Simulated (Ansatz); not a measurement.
# Rb2TeH2O: complex band structure, part 3 of 3

Wanted: the relaxed cell of Rb2TeH2O, its band edges and its decay constants. It is built by putting Te for part of the O in the RbHO structure of space group P2_1, with the volume rescaled by atomic radii. The parent structure comes from the Materials Project.

Ansatz 0.2.0; PBEsol DFT, plane waves, PAW files (the session's first sound run).

So far, gap on path (eV): step 3 (band edges) 1.66.

The structure was built from a prototype and need not be the compound's stable phase.

**6. Decaying states in the gap, plane (001), k-mesh 6×6×4**

Level of this step: PBEsol DFT, plane waves, PAW files; complex bands by layer matching along the plane's normal (Ansatz).

The same for the (001) plane, at (0, 0) and (0.5, 0), to see how the decay depends on direction.

File input.yaml:

```yaml
crystal:
  lattice:
    - [5.052444498, 0.0, 0.0]
    - [-0.001372183, 5.185359453, 0.0]
    - [-2.522046091, 0.123960642, 6.040531305]
  atoms:
    - { symbol: Rb, position: [0.1072641111, 0.7951169099, 0.2153013975] }
    - { symbol: Rb, position: [0.8286389919, 0.2224488592, 0.6577434128] }
    - { symbol: H, position: [0.5323920721, 0.0460099207, 0.0645039677] }
    - { symbol: H, position: [0.5417435039, 0.3448834643, 0.083037201] }
    - { symbol: Te, position: [0.3993717926, 0.7029970266, 0.7992404432] }
    - { symbol: O, position: [0.5905895283, 0.1846178192, 0.1801735778] }
kpoints:
  mp_grid: { grid: [6, 6, 4] }
scf:
  occupations: { method: fixed }
hamiltonian:
  xc: pbesol
output:
  eigenvalues: true
  transmission:
    leads: [[0, 0]]
    kpoints: [[0.0, 0.0], [0.5, 0.0]]
    e_range: [-1.0, 2.66]
    de: 0.06
```

Launch:

```sh
> ansatz run input.yaml --threads 2 --pin off --max-ram 4096MiB --backend cpu --events-out ev --progress --plain --runs-dir out
```

Numbers of over 12 decimals in the logs are rounded to 6 here.

The log of the run:

```text
[...]
Crystal: 6 atoms, lattice volume = 158.254 Å³
Basis set: ecut = 420 eV, 3095 PW (Γ)
Bands: 27, of which v1, the nominal top of the filled ones, is band 21 counted from 1 (20 counted from 0)
Symmetry: 1 space group operations
[...]
k-points: 76 of 144 (time reversal used)
[...]
SCF iter   1: F=—  HF=-13931.318060 eV  |F-HF|=—  |Δ(HF+E_count)|=         —  Δρ=3.61e-3  dr2=1.88e-2  ethr=1.77e-3  ⟨swp⟩=5.0  Hψ=8551  notcnv=0  defer=283
[...]
SCF iter   7: F=-13931.313893 eV  HF=-13931.313893 eV  |F-HF|=7.36e-8  |Δ(HF+E_count)|=   4.63e-7  Δρ=3.40e-6  dr2=3.12e-8  ethr=2.38e-10  ⟨swp⟩=12.1  Hψ=11679  notcnv=0
SCF 1 converged in 7 iterations: F = -13931.313893 eV  dr2 = 3.12e-8
[...]
transmission: 11 of 22 steps passed
transmission: 22 of 22 steps passed
SCF converged after 7 iterations
Free energy (F): -13931.313893 eV
[...]
Internal energy: -13931.313893 eV  (E = F + TS)
E sigma→0 (E₀):  -13931.313893 eV
Fermi energy:    3.760805 eV
[...]
--- Band table (eV; the first three rows and the last of 76) ---
  k-point 0: bands = [... 17 lower, 0.2448, 2.9106, 3.4959, 3.6494, 5.4205, 7.2079, 8.0506, 8.5854, ... 2 higher]
  k-point 1: bands = [... 17 lower, 0.2547, 2.5986, 3.4884, 3.7037, 6.0901, 7.2032, 7.8053, 8.4966, ... 2 higher]
  k-point 2: bands = [... 17 lower, 0.2647, 2.3619, 3.4804, 3.7608, 6.8831, 7.2125, 7.2790, 8.8828, ... 2 higher]
  k-point 75: bands = [... 17 lower, 0.2064, 2.8902, 2.9624, 3.2123, 7.2549, 7.5150, 7.6211, 8.8893, ... 2 higher]
--- Transmission ---
  basis      : 229 plane waves across, 11 finite elements along
  points     : 2, as listed
[...]
crystal 0  : Rb2Te1H2O1, at the sites [0, 0], period 6.0405 Å: whole cells are its period
[...]
channels       : 0.000000e0 a spin
[...]
slowest decay  : 0.2232 /Å at (0.0000, 0.0000)
```

Wall time 34 s (2 threads of Intel Xeon 6975P-C (Granite Rapids), shared host); peak memory 0.81 GiB.

Numbers from this step:

```yaml
decay_constant_at_the_filling_level_zone_centre: 0.2232 Å⁻¹
decay_constant_at_the_filling_level_slowest_listed_point: 0.2232 Å⁻¹
```

K parallel (0, 0); values up to 1.5 1/Å, a degenerate pair printed once or twice; energies at which all values exceed this have no row. The Im kz of the slowest decaying states by energy, zero at the highest filled level on the SCF mesh:

```tsv
energy (eV)	decay 1 (Å⁻¹)	decay 2 (Å⁻¹)	decay 3 (Å⁻¹)	decay 4 (Å⁻¹)
-1.00	0.652	0.675	0.782	0.795
-0.82	0.0658	0.604	0.667	0.764
-0.64	0.158	0.547	0.659	0.723
-0.46	0.198	0.472	0.649	0.660
-0.28	0.210	0.359	0.642	0.679
-0.10	0.239	0.558	0.629	0.659
0.02	0.133	0.243	0.621	0.631
0.08	0.245	0.245	0.617	0.637
0.26	0.246	0.377	0.604	0.645
0.44	0.243	0.438	0.590	0.645
0.62	0.235	0.475	0.576	0.641
0.80	0.223	0.499	0.560	0.633
1.04	0.199	0.520	0.538	0.619
1.22	0.174	0.520	0.529	0.607
1.40	0.138	0.500	0.535	0.593
1.58	0.0790	0.479	0.538	0.577
1.76	0.457	0.539	0.560	0.698
1.94	0.432	0.537	0.542	0.682
2.12	0.404	0.521	0.534	0.664
2.30	0.374	0.499	0.529	0.647
2.48	0.339	0.474	0.522	0.628
2.66	0.298	0.448	0.514	0.609
```

K parallel (0.5, 0); values up to 1.5 1/Å, a degenerate pair printed once or twice; energies at which all values exceed this have no row. Table of Im kz of the slowest decaying states by energy, zero at the highest filled level on the SCF mesh:

```tsv
energy (eV)	decay 1 (Å⁻¹)	decay 2 (Å⁻¹)	decay 3 (Å⁻¹)	decay 4 (Å⁻¹)
-1.00	0.217	0.639	0.639	0.983
-0.82	0.0976	0.588	0.588	0.978
-0.64	0.289	0.289	0.501	0.502
-0.46	0.343	0.344	0.965	1.14
-0.28	0.346	0.346	0.516	0.958
-0.10	0.388	0.389	0.553	0.951
0.02	0.406	0.406	0.566	0.946
0.08	0.413	0.413	0.571	0.943
0.26	0.429	0.429	0.580	0.935
0.44	0.439	0.439	0.585	0.926
0.62	0.445	0.445	0.586	0.916
0.80	0.447	0.448	0.585	0.905
1.04	0.446	0.446	0.581	0.889
1.22	0.441	0.442	0.576	0.875
1.40	0.435	0.435	0.570	0.861
1.58	0.426	0.426	0.562	0.844
1.76	0.414	0.415	0.554	0.827
1.94	0.400	0.401	0.544	0.808
2.12	0.383	0.384	0.533	0.787
2.30	0.363	0.363	0.522	0.764
2.48	0.338	0.338	0.508	0.739
2.66	0.307	0.308	0.494	0.712
```

At the listed wavevectors the last open channel is at -0.04 eV and the next at +1.70 eV on the grid. At +0.80 eV, the grid energy nearest the filling level (the middle of the gap on the SCF mesh), the slowest state at the listed wavevectors decays with κ = 0.223 Å⁻¹, its amplitude falling by e over 4.5 Å; the first such run, plane (010), gave 0.183 Å⁻¹.

**7. Band edges at another level**

This step: PBEsol DFT, plane waves, JTH PAW files (Ansatz 0.2.0).

The edges again with JTH files, at the same atoms.

File input.yaml:

```yaml
crystal:
  lattice:
    - [5.0524082683, -0.0005747646, -0.0191251123]
    - [-0.0005898391, 5.1851102449, 0.0508521493]
    - [-2.4991518059, 0.0650059045, 6.050959896]
  atoms:
    - { symbol: Rb, position: [0.1072641111, 0.7951169099, 0.2153013975] }
    - { symbol: Rb, position: [0.8286389919, 0.2224488592, 0.6577434128] }
    - { symbol: H, position: [0.5323920721, 1.0460099207, 1.0645039677] }
    - { symbol: H, position: [0.5417435039, 0.3448834643, 0.083037201] }
    - { symbol: Te, position: [0.3993717926, 0.7029970266, 0.7992404432] }
    - { symbol: O, position: [0.5905895283, 0.1846178192, 0.1801735778] }
kpoints:
  mp_grid: { grid: [6, 6, 4] }
  band_path: { path: [VBM, CBM], npoints: 30 }
scf:
  occupations: { method: fixed }
hamiltonian:
  xc: pbesol
  pseudopotentials: { kind: paw, source: jth }
output:
  eigenvalues: true
```

The log of the run:

```text
Error: inconsistent input (hamiltonian.pseudopotentials.source, hamiltonian.xc, hamiltonian.pseudopotentials.xc_functional): this build's library has no table of `source: jth` for `kind: paw` and the PBEsol files: it has one for `kind: paw` and the PBE files, or for `kind: paw` and the LDA files. Leave `source` out
```

The job ended after 0.02 s (2 threads; peak memory 0.048 GiB).

The input was rejected at the start.

The program's message: “Error: inconsistent input (hamiltonian.pseudopotentials.source, hamiltonian.xc, hamiltonian.pseudopotentials.xc_functional): this build's library has no table of `source: jth` for `kind: paw` and the …”

**8. What came out**

```yaml
band_gap: 1.66 eV
least_decay_constant_at_mid_gap_normal_to_010: 0.183 Å⁻¹
least_decay_constant_at_mid_gap_normal_to_001: 0.223 Å⁻¹
least_decay_constant_on_a_mesh_normal_to_010: 0.182 Å⁻¹
```

In words: With PBEsol, the slowest decay at the wavevectors tried is κ = 0.183 Å⁻¹, normal to (010). Through such a film the transmission near mid-gap falls as exp(−2κd), a factor of ten every 6.3 Å. The decay depends on direction: 1.2 times faster normal to (001). A free electron under a barrier of half the gap would need a mass of 0.15 mₑ to decay at this rate. The compound is made up by substitution; its stability against other phases and against distortions of the cell's symmetry was not tested. A semilocal functional narrows gaps, while spin-orbit coupling, left out here, narrows them in compounds of heavy elements, so the error in κ can go either way.

[Logs are printed without paths, hosts, clocks, repeated set-up lines and the standing remarks that a program may print on its own settings, such as how far it seeks lower states.]

[Hosts, paths, dates, database ids (printed as entryN), source tags and the programs' standing remarks are cut or masked in the printed files.]
